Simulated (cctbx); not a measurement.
# Ca3PrMn4S12: precision against data quality

Space group Im-3m (no. 229), a = 9.1510 Å, b = 9.1510 Å, c = 9.1510 Å, α = 90.00°, β = 90.00°, γ = 90.00°.

| atom | mult. | x | y | z | Ueq (Å²) |
| --- | --- | --- | --- | --- | --- |
| Pr1 | 2 | 0 | 0 | 0 | 0.0026 |
| Mn1 | 8 | 1/4 | 3/4 | 1/4 | 0.0048 |
| Ca1 | 6 | 0 | 1/2 | 0 | 0.0064 |
| S1 | 24 | 0.7512 | 0.2488 | 1/2 | 0.0046 |

The model is made up (kin elements in a known structure type, no relaxation), so it says nothing on whether the phase exists.

Five simulated data sets (cctbx; Mo Kα, λ = 0.71073 Å; 6 % proportional error) differ in resolution or exposure (noise floor 2 counts in the first three, 8 in the last two). Each is refined with the right model, isotropic at 1.1 Å and anisotropic otherwise. How do the figures of merit and the uncertainties move?

| d min (Å) | top counts | ⟨I/σ⟩ (unmerged, absences included) | unique | param. (scale apart) | Rint | R1 | GooF | largest s.u. xyz (fractional) | s.u. U of S1 (Å²) | largest error (Å) |
| --- | --- | --- | --- | --- | --- | --- | --- | --- | --- | --- |
| 1.1 | 70000 | 6.8 | 45 | 5 | 0.045 | 0.0075 | 1.10 | 0.00004 | 0.0006 | 0.0003 |
| 0.84 | 70000 | 6.8 | 90 | 9 | 0.050 | 0.0063 | 0.98 | 0.00002 | 0.0002 | 0.0001 |
| 0.6 | 70000 | 6.1 | 216 | 9 | 0.049 | 0.0069 | 1.02 | 0.00001 | 0.0001 | 0.0000 |
| 0.75 | 300 | 0.4 | 120 | 9 | 0.544 | 0.0485 | 0.89 | 0.00076 | 0.0015 | 0.0013 |
| 0.75 | 3000 | 1.7 | 120 | 9 | 0.122 | 0.0194 | 0.90 | 0.00009 | 0.0003 | 0.0003 |

The number of reflections grows roughly as 1/d³: 45, 90 and 216 here. R1 follows the noise rather than the truth: at 300 counts it is 0.0485, at 3000 counts 0.0194, while GooF is 0.89 and 0.90: the weights 1/σ² carry the noise. The s.u. of U (U11 where anisotropic) for S1 goes 0.0006, 0.0002, 0.0001 Å² with resolution and 0.0015, 0.0003 Å² with exposure.

Hardware for the 0.6 Å refinement: 0.45 s on 1 thread of Arm Neoverse V1, on a shared host, peak memory 0.09 GiB.
